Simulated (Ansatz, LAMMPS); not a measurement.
## Glassy 50P2O5-25K2O-25CaO (mol %) (76 atoms) in motion

Wanted: a short trajectory of glassy 50P2O5-25K2O-25CaO (mol %) (76 atoms) with its pair distributions.

Method: Kohn-Sham DFT, LDA, PAW (set soft_2), plane waves, in Ansatz 0.2.0.

### 1. The starting structure

The cell holds 76 atoms: 16 P, 8 K, 4 Ca and 48 O. Cell: a = 10.407 Å, b = 10.407 Å, c = 10.407 Å, α = 90.0°, β = 90.0°, γ = 90.0°. 76 atoms (16 P, 8 K, 4 Ca, 48 O) placed at random at 2.56 g/cm³, melted at 4000 K for 10 ps at fixed volume with the Morse and Coulomb pair potential with partial charges (Pedone, Malavasi, Menziani, Cormack and Segre, J. Phys. Chem. B 110, 11780 (2006)). Quenched from 4000 K to 300 K at 8 K/ps and fixed volume, held 10 ps at zero pressure.

What the set-up can't give: The quench rate of 8 K/ps is orders of magnitude faster than experiment, which tends to freeze in extra defects. The starting topology of bonds comes from the classical model. Only the Γ point is sampled, in a cell whose shortest periodic width is 10 Å.

### 2. Dynamics started at 300 K

A Nosé–Hoover thermostat steers the temperature while disturbing the dynamics little. The time step is 1.0 fs.

Input file input.yaml:

```yaml
crystal:
  lattice:
    - [10.40673, 0.0, 0.0]
    - [0.0, 10.40673, 0.0]
    - [0.0, 0.0, 10.40673]
  atoms:
    - { symbol: P, position: [0.44817, 0.93111, 0.46371] }
    - { symbol: P, position: [0.95736, 0.11389, 0.97591] }
    - { symbol: P, position: [0.61238, 0.31516, 0.26203] }
    - { symbol: P, position: [0.08182, 0.11351, 0.70637] }
    [... 66 atom lines left out ...]
    - { symbol: O, position: [0.22241, 0.12418, 0.70905] }
    - { symbol: O, position: [0.79299, 0.86031, 0.56169] }
    - { symbol: O, position: [0.8824, 0.99056, 0.00257] }
    - { symbol: O, position: [0.7035, 0.41092, 0.92599] }
    - { symbol: O, position: [0.01845, 0.16242, 0.09522] }
    - { symbol: O, position: [0.02697, 0.09122, 0.8427] }
kpoints:
  mp_grid: { grid: [1, 1, 1] }
hamiltonian:
  xc: lda
scf:
  occupations: { method: fixed }
output:
  forces: true
  stress: true
md:
  timestep: 1.0
  n_steps: 282
  ensemble: nvt_nose_hoover
  temperature: 300
  initial_velocities: maxwell_boltzmann
  seed: 1832
```

Command:

```console
$ ansatz run input.yaml --threads 4 --pin off --max-ram 8192MiB --backend cpu --events-out ev --progress --plain --runs-dir out
```

The job ended after 25 min (4 threads of Arm Neoverse V1, shared host; peak memory 1.3 GiB; 1.6 h of CPU time).

The program notes that the SCF threshold is loose for the stress and it switched symmetry off.

The trajectory, sampled:

| time (fs) | T (K) | potential (meV/atom) | conserved (meV/atom) |
| --- | --- | --- | --- |
| 0.0 | 300 | 0.0 | 0.00 |
| 19.0 | 597 | -39.5 | -0.14 |
| 38.0 | 640 | -50.1 | -0.14 |
| 56.0 | 534 | -44.6 | -0.11 |
| 75.0 | 544 | -53.0 | -0.14 |
| 94.0 | 518 | -55.3 | -0.13 |
| 113.0 | 544 | -65.9 | -0.17 |
| 132.0 | 538 | -72.7 | -0.16 |
| 150.0 | 488 | -73.4 | -0.17 |
| 169.0 | 453 | -76.2 | -0.17 |
| 188.0 | 481 | -86.6 | -0.20 |
| 207.0 | 462 | -90.6 | -0.22 |
| 226.0 | 414 | -90.6 | -0.20 |
| 244.0 | 425 | -97.6 | -0.21 |
| 263.0 | 398 | -99.8 | -0.23 |
| 282.0 | 402 | -105.2 | -0.23 |

Mean square displacement from the first frame to the last: P 0.20 Å², K 0.79 Å², Ca 0.43 Å², O 0.51 Å².

The mean square displacement by time lag:

| time lag (fs) | Ca (Å²) | K (Å²) | O (Å²) | P (Å²) |
| --- | --- | --- | --- | --- |
| 1.0 | 3.8e-5 | 3.6e-5 | 7.1e-5 | 4.1e-5 |
| 12.0 | 0.00551 | 0.00520 | 0.00919 | 0.00505 |
| 18.0 | 0.0122 | 0.0116 | 0.0182 | 0.00945 |
| 30.0 | 0.0317 | 0.0311 | 0.0387 | 0.0170 |
| 41.0 | 0.0543 | 0.0552 | 0.0585 | 0.0215 |
| 53.0 | 0.0807 | 0.0855 | 0.0803 | 0.0258 |
| 59.0 | 0.0934 | 0.101 | 0.0921 | 0.0293 |
| 71.0 | 0.116 | 0.133 | 0.119 | 0.0393 |
| 82.0 | 0.132 | 0.161 | 0.145 | 0.0490 |
| 88.0 | 0.138 | 0.176 | 0.158 | 0.0534 |
| 100.0 | 0.147 | 0.203 | 0.183 | 0.0607 |
| 111.0 | 0.151 | 0.226 | 0.205 | 0.0673 |
| 123.0 | 0.155 | 0.251 | 0.230 | 0.0757 |
| 129.0 | 0.157 | 0.263 | 0.242 | 0.0801 |
| 141.0 | 0.163 | 0.287 | 0.263 | 0.0891 |

Over the second half of 282 fs the temperature averages 442 K, falling from about 483 to 396 K (means over the first and last quarter of that half). The conserved energy stays within 0.24 meV/atom. From first frame to last K has the largest mean square displacement, 0.79 Å² at the end; the farthest move is 1.51 Å. The mean temperature of 442 K lies well off the 300 K of the input, so the thermostat hasn't yet brought the run to equilibrium. The count of bonds goes from 126 in the first frame to 127 in the last, by one set of cutoffs: 14 pairs passed out of them and 15 came within. The run spans 0.28 ps, too short for its means to be equilibrium values.

### 3. Distances and neighbours late in the run

The g(r) is a mean over the second half; what follows it is taken at the last frame.

Density 2.56 g/cm³, 14.83 Å³ an atom.

Mean of 14 frames. Pair distribution functions g(r), in bins of 0.2 Å:

| r (Å) | total | O-O | O-P | O-K | O-Ca | P-P | P-K |
| --- | --- | --- | --- | --- | --- | --- | --- |
| 1.40 | 1.24 | 0.00 | 4.64 | 0.00 | 0.00 | 0.00 | 0.00 |
| 1.60 | 2.60 | 0.00 | 9.82 | 0.00 | 0.00 | 0.00 | 0.00 |
| 1.80 | 0.27 | 0.00 | 1.01 | 0.00 | 0.00 | 0.00 | 0.00 |
| 2.00 | 0.06 | 0.00 | 0.13 | 0.00 | 0.39 | 0.00 | 0.00 |
| 2.20 | 0.33 | 0.06 | 0.00 | 0.02 | 4.61 | 0.00 | 0.00 |
| 2.40 | 1.18 | 2.12 | 0.00 | 0.93 | 3.12 | 0.00 | 0.00 |
| 2.60 | 1.85 | 3.86 | 0.00 | 2.08 | 0.52 | 0.00 | 0.00 |
| 2.80 | 0.71 | 0.72 | 0.15 | 2.54 | 0.26 | 0.55 | 0.00 |
| 3.00 | 0.83 | 0.91 | 0.33 | 0.75 | 0.43 | 4.46 | 0.65 |
| 3.20 | 0.82 | 0.85 | 0.69 | 0.80 | 0.50 | 1.43 | 1.12 |
| 3.40 | 0.91 | 0.71 | 1.18 | 0.85 | 0.23 | 0.05 | 1.69 |
| 3.60 | 0.97 | 0.69 | 1.21 | 0.90 | 0.58 | 0.00 | 1.80 |
| 3.80 | 1.02 | 0.75 | 1.45 | 0.68 | 1.06 | 0.34 | 2.17 |
| 4.00 | 1.19 | 0.77 | 1.74 | 1.06 | 1.24 | 0.59 | 2.34 |
| 4.20 | 1.12 | 0.93 | 1.36 | 1.08 | 1.38 | 0.92 | 1.57 |
| 4.40 | 1.09 | 1.08 | 1.00 | 1.33 | 1.34 | 1.52 | 0.64 |
| 4.60 | 1.12 | 1.21 | 0.78 | 1.15 | 1.98 | 1.55 | 1.04 |
| 4.80 | 1.03 | 1.10 | 0.71 | 1.27 | 1.13 | 1.72 | 1.08 |
| 5.00 | 0.96 | 1.21 | 0.70 | 1.06 | 0.87 | 0.74 | 0.68 |

Bonds by pair of elements; cutoffs follow the first minimum of g(r), held within bounds set by covalent radii, and pairs that aren't listed don't count as bonded:

| pair A-B | cutoff (Å) | bonds | mean length (Å) | spread (Å) | shortest (Å) | B about A | A about B |
| --- | --- | --- | --- | --- | --- | --- | --- |
| O-P | 2.11 | 65 | 1.56 | 0.089 | 1.44 | 1.35 | 4.06 |
| O-K | 3.15 | 42 | 2.71 | 0.187 | 2.37 | 0.875 | 5.25 |
| O-Ca | 2.88 | 20 | 2.3 | 0.127 | 2.07 | 0.417 | 5 |

How many atoms have how many bonded neighbours:

| element | mean | 2 | 3 | 4 | 5 | 6 |
| --- | --- | --- | --- | --- | --- | --- |
| Ca | 5 | 0 | 0 | 1 | 2 | 1 |
| K | 5.25 | 0 | 0 | 1 | 4 | 3 |
| O | 2.65 | 20 | 25 | 3 | 0 | 0 |
| P | 4.06 | 0 | 0 | 15 | 1 | 0 |

Bond angles, per cent of each kind in bins of 5°:

| angle (°) | O-P-O | O-K-O | K-O-P | O-Ca-O | Ca-O-P |
| --- | --- | --- | --- | --- | --- |
| 45–50 | 0.0 | 1.1 | 0.0 | 0.0 | 0.0 |
| 50–55 | 0.0 | 5.5 | 0.0 | 0.0 | 0.0 |
| 55–60 | 0.0 | 3.3 | 0.0 | 0.0 | 0.0 |
| 60–65 | 0.0 | 3.3 | 0.0 | 0.0 | 0.0 |
| 65–70 | 0.0 | 8.8 | 0.0 | 4.9 | 0.0 |
| 70–75 | 0.0 | 4.4 | 0.0 | 2.4 | 0.0 |
| 75–80 | 0.0 | 8.8 | 0.0 | 12.2 | 0.0 |
| 80–85 | 1.0 | 2.2 | 2.2 | 14.6 | 0.0 |
| 85–90 | 1.0 | 1.1 | 4.3 | 7.3 | 4.8 |
| 90–95 | 4.0 | 4.4 | 13.0 | 7.3 | 0.0 |
| 95–100 | 5.0 | 6.6 | 8.7 | 4.9 | 0.0 |
| 100–105 | 19.0 | 6.6 | 10.9 | 2.4 | 4.8 |
| 105–110 | 28.0 | 7.7 | 6.5 | 4.9 | 0.0 |
| 110–115 | 25.0 | 4.4 | 2.2 | 4.9 | 4.8 |
| 115–120 | 9.0 | 6.6 | 8.7 | 9.8 | 4.8 |
| 120–125 | 7.0 | 7.7 | 4.3 | 7.3 | 9.5 |
| 125–130 | 0.0 | 4.4 | 6.5 | 2.4 | 0.0 |
| 130–135 | 0.0 | 2.2 | 13.0 | 0.0 | 14.3 |
| 135–140 | 0.0 | 3.3 | 6.5 | 0.0 | 33.3 |
| 140–145 | 0.0 | 0.0 | 4.3 | 4.9 | 9.5 |
| 145–150 | 0.0 | 1.1 | 2.2 | 0.0 | 0.0 |
| 150–155 | 0.0 | 1.1 | 2.2 | 4.9 | 4.8 |
| 155–160 | 0.0 | 1.1 | 2.2 | 2.4 | 0.0 |
| 160–165 | 0.0 | 1.1 | 2.2 | 0.0 | 9.5 |
| 165–170 | 1.0 | 1.1 | 0.0 | 0.0 | 0.0 |
| 170–175 | 0.0 | 2.2 | 0.0 | 2.4 | 0.0 |

Bond angles (no mean is given where the spread exceeds 20°):

| angle | count | mean (°) | spread (°) |
| --- | --- | --- | --- |
| O-P-O | 100 | 109 | 10 |
| O-K-O | 91 | - | - |
| K-O-P | 46 | - | - |
| O-Ca-O | 41 | - | - |
| Ca-O-P | 21 | 133 | 17.3 |

Oxygen atoms by the number of network formers (Si, P, Ge, B, Al, As, Ga) bound to them:

| network formers bound to O | O atoms | per cent |
| --- | --- | --- |
| 0 | 0 | 0 |
| 1 | 31 | 64.6 |
| 2 | 17 | 35.4 |

Network units: each former by its oxygen neighbours and how many of them bridge to another former:

| former | O neighbours | bridging O | atoms |
| --- | --- | --- | --- |
| P | 4 | 1 | 6 |
| P | 4 | 2 | 3 |
| P | 4 | 3 | 6 |
| P | 5 | 4 | 1 |

Bond length by coordination (bonds to H left out):

| element | coordination | atoms | mean bond length (Å) |
| --- | --- | --- | --- |
| Ca | 4 | 1 | 2.25 |
| Ca | 5 | 2 | 2.29 |
| Ca | 6 | 1 | 2.35 |
| K | 4 | 1 | 2.74 |
| K | 5 | 4 | 2.71 |
| K | 6 | 3 | 2.71 |
| O | 2 | 20 | 1.77 |
| O | 3 | 25 | 2.16 |
| O | 4 | 3 | 2.42 |
| P | 4 | 15 | 1.55 |
| P | 5 | 1 | 1.65 |

Rings of the network by King's shortest-path rule, up to 12 atoms, one path for each pair of neighbours; H, halogens, alkali and alkaline-earth atoms are left out, and the last column divides by all other atoms, bonded or not:

| ring size (atoms) | rings | per network atom |
| --- | --- | --- |
| 12 | 1 | 0.016 |

With the cutoffs above, 50 % of Ca atoms have 5, 50 % of K atoms have 5, 52 % of O atoms have 3 and 94 % of P atoms have 4 bonded neighbours. The O-P-O angle averages 109° with a spread of 10°. 35 % of the oxygens bridge two formers (P) and 65 % are non-bridging. All rings counted have 12 atoms.

### 4. Single point at the last frame

The last frame is solved again with fuller output, to read the electronic structure of a thermally displaced geometry.

Input file input.yaml:

```yaml
crystal:
  lattice:
    - [10.40673, 0.0, 0.0]
    - [0.0, 10.40673, 0.0]
    - [0.0, 0.0, 10.40673]
  atoms:
    - { symbol: P, position: [0.48239, 0.93059, 0.44844] }
    - { symbol: P, position: [0.92428, 0.14573, 0.94934] }
    - { symbol: P, position: [0.6349, 0.30994, 0.25389] }
    - { symbol: P, position: [0.05663, 0.12607, 0.69815] }
    [... 66 atom lines left out ...]
    - { symbol: O, position: [0.19212, 0.15239, 0.73252] }
    - { symbol: O, position: [0.76711, 0.91875, 0.58982] }
    - { symbol: O, position: [0.8532, 0.04602, 0.05297] }
    - { symbol: O, position: [0.68759, 0.43191, 0.93406] }
    - { symbol: O, position: [0.01779, 0.21972, 0.02427] }
    - { symbol: O, position: [0.98549, 0.05862, 0.85242] }
kpoints:
  mp_grid: { grid: [1, 1, 1] }
hamiltonian:
  xc: lda
scf:
  occupations: { method: fixed }
output:
  forces: true
  stress: true
  populations: true
  dos:
    method: { smearing: { sigma: 0.1 } }
    de: 0.1
    projected: { site_lists: { Ca: [Ca], K: [K], O: [O], P: [P] } }
  eigenvalues: true
  write_density: true
  write_potential: true
  volumetric_format: npy
```

The job ended after 16 s (4 threads; peak memory 1.2 GiB).

Read from the output:

- free energy: -57380.3325 eV
- free energy per atom: -755.0044 eV/atom
- SCF cycles: 10
- pressure: -1.17 GPa
- r.m.s. force component: 0.8096 eV/Å
- longest force: 3.97 eV/Å
- Fermi energy: 3.729 eV
- gap (highest filled to lowest empty level): 3.409 eV
- spilling of the projection: 0.01601

Neighbours are counted within 2.11 Å (O-P), 3.15 Å (O-K), 2.88 Å (O-Ca), the cutoffs taken from the dynamics.

Length of the force by element and coordination:

| element | coordination | atoms | mean length of the force (eV/Å) | spread | least | most |
| --- | --- | --- | --- | --- | --- | --- |
| Ca | all | 4 | 0.655 | 0.226 | 0.337 | 0.926 |
| Ca | 4 | 1 | 0.926 | 0 | 0.926 | 0.926 |
| Ca | 5 | 2 | 0.679 | 0.119 | 0.561 | 0.798 |
| Ca | 6 | 1 | 0.337 | 0 | 0.337 | 0.337 |
| K | all | 8 | 0.531 | 0.262 | 0.193 | 0.959 |
| K | 4 | 1 | 0.335 | 0 | 0.335 | 0.335 |
| K | 5 | 4 | 0.615 | 0.182 | 0.430 | 0.798 |
| K | 6 | 3 | 0.486 | 0.338 | 0.193 | 0.959 |
| O | all | 48 | 1.11 | 0.587 | 0.193 | 2.73 |
| O | 2 | 20 | 1.10 | 0.549 | 0.441 | 2.33 |
| O | 3 | 25 | 1.04 | 0.524 | 0.193 | 2.67 |
| O | 4 | 3 | 1.81 | 0.831 | 0.714 | 2.73 |
| P | all | 16 | 1.86 | 0.905 | 0.699 | 3.97 |
| P | 4 | 15 | 1.93 | 0.898 | 0.699 | 3.97 |
| P | 5 | 1 | 0.9 | 0 | 0.9 | 0.9 |

States in the cell by windows of 1 eV, zero at the Fermi level; the larger projections on atomic orbitals stand beside the total:

| from (eV) | to (eV) | total | O p | P p | O s |
| --- | --- | --- | --- | --- | --- |
| -10 | -9 | 11.7 | 7.5 | 2.5 | 0.8 |
| -9 | -8 | 2.5 | 1.7 | 0.6 | 0.1 |
| -8 | -7 | 8.9 | 6.0 | 0.8 | 1.3 |
| -7 | -6 | 26.7 | 18.9 | 2.4 | 3.6 |
| -6 | -5 | 34.1 | 26.5 | 3.0 | 3.1 |
| -5 | -4 | 37.4 | 30.9 | 2.4 | 2.3 |
| -4 | -3 | 35.6 | 31.4 | 1.6 | 1.0 |
| -3 | -2 | 56.1 | 51.9 | 1.6 | 0.4 |
| -2 | -1 | 38.0 | 36.0 | 0.6 | 0.2 |
| -1 | 0 | 17.6 | 17.0 | 0.1 | 0.0 |
| 0 | 1 | 1.2 | 1.2 | 0.0 | 0.0 |
| 1 | 3 | 0.0 | 0.0 | 0.0 | 0.0 |
| 3 | 4 | 2.0 | 0.1 | 0.1 | 0.5 |
| 4 | 5 | 7.0 | 1.0 | 1.2 | 0.9 |

With fixed occupations the program's Fermi level is the highest filled level; weight inside the gap is the broadening of levels at its edges.

Between -26 and -10 eV lie 186 more states.

The stored curve holds about 456 of the 480 electrons; the rest, give or take the few that broadening carries across the Fermi level, lie in deeper levels below its range.

The levels nearest the highest filled one (over half full), pooled over k-points and spins:

| level less the highest filled one (eV) | occupation |
| --- | --- |
| -0.720 | 2 |
| -0.556 | 2 |
| -0.469 | 2 |
| -0.429 | 2 |
| -0.373 | 2 |
| 0 | 2 |
| 3.41 | 0 |
| 4.28 | 0 |
| 4.54 | 0 |
| 4.84 | 0 |
| 4.98 | 0 |
| 5.10 | 0 |

### 5. What came out

```
mean temperature, second half                                : 442.2 K
temperature swing, second half                               : 38.6 K
mean pressure, second half                                   : -1.94 GPa
slope of the conserved energy against time, by least squares : -0.4628 meV/atom/ps
free energy per atom                                         : -755.0044 eV/atom
pressure                                                     : -1.17 GPa
r.m.s. force component                                       : 0.8096 eV/Å
gap (highest filled to lowest empty level)             : 3.409 eV
wall time of the 2 DFT runs                                  : 25 min
```

In words: Over the second half of 282 fs the temperature averages 442 K, falling from about 483 to 396 K (means over the first and last quarter of that half). The conserved energy stays within 0.24 meV/atom. The mean temperature of 442 K lies well off the 300 K of the input, so the thermostat hasn't yet brought the run to equilibrium. The count of bonds goes from 126 in the first frame to 127 in the last, by one set of cutoffs: 14 pairs passed out of them and 15 came within. The run spans 0.28 ps, too short for its means to be equilibrium values. With the cutoffs above, 50 % of Ca atoms have 5, 50 % of K atoms have 5, 52 % of O atoms have 3 and 94 % of P atoms have 4 bonded neighbours. 35 % of the oxygens bridge two formers (P) and 65 % are non-bridging.

The highest filled and lowest empty levels differ by 3.41 eV (at Γ alone); a local or semilocal functional tends to put such gaps too low. In a disordered cell it changes from sample to sample, and tail or defect levels can set it.

What to keep in mind: The network of bonds at the start is that of the classical potential that made the cell; in DFT 14 of its 126 bonded pairs passed out of the cutoffs and 15 came within them. The pressure of a single frame lacks the kinetic term, about 0.41 GPa here.

[Logs are printed without paths, hosts, clocks, repeated set-up lines and the standing remarks that a program may print on its own settings, such as how far it seeks lower states.]

[Hosts, paths, dates, database ids (printed as entryN), source tags and the programs' standing remarks are cut or masked in the printed files.]
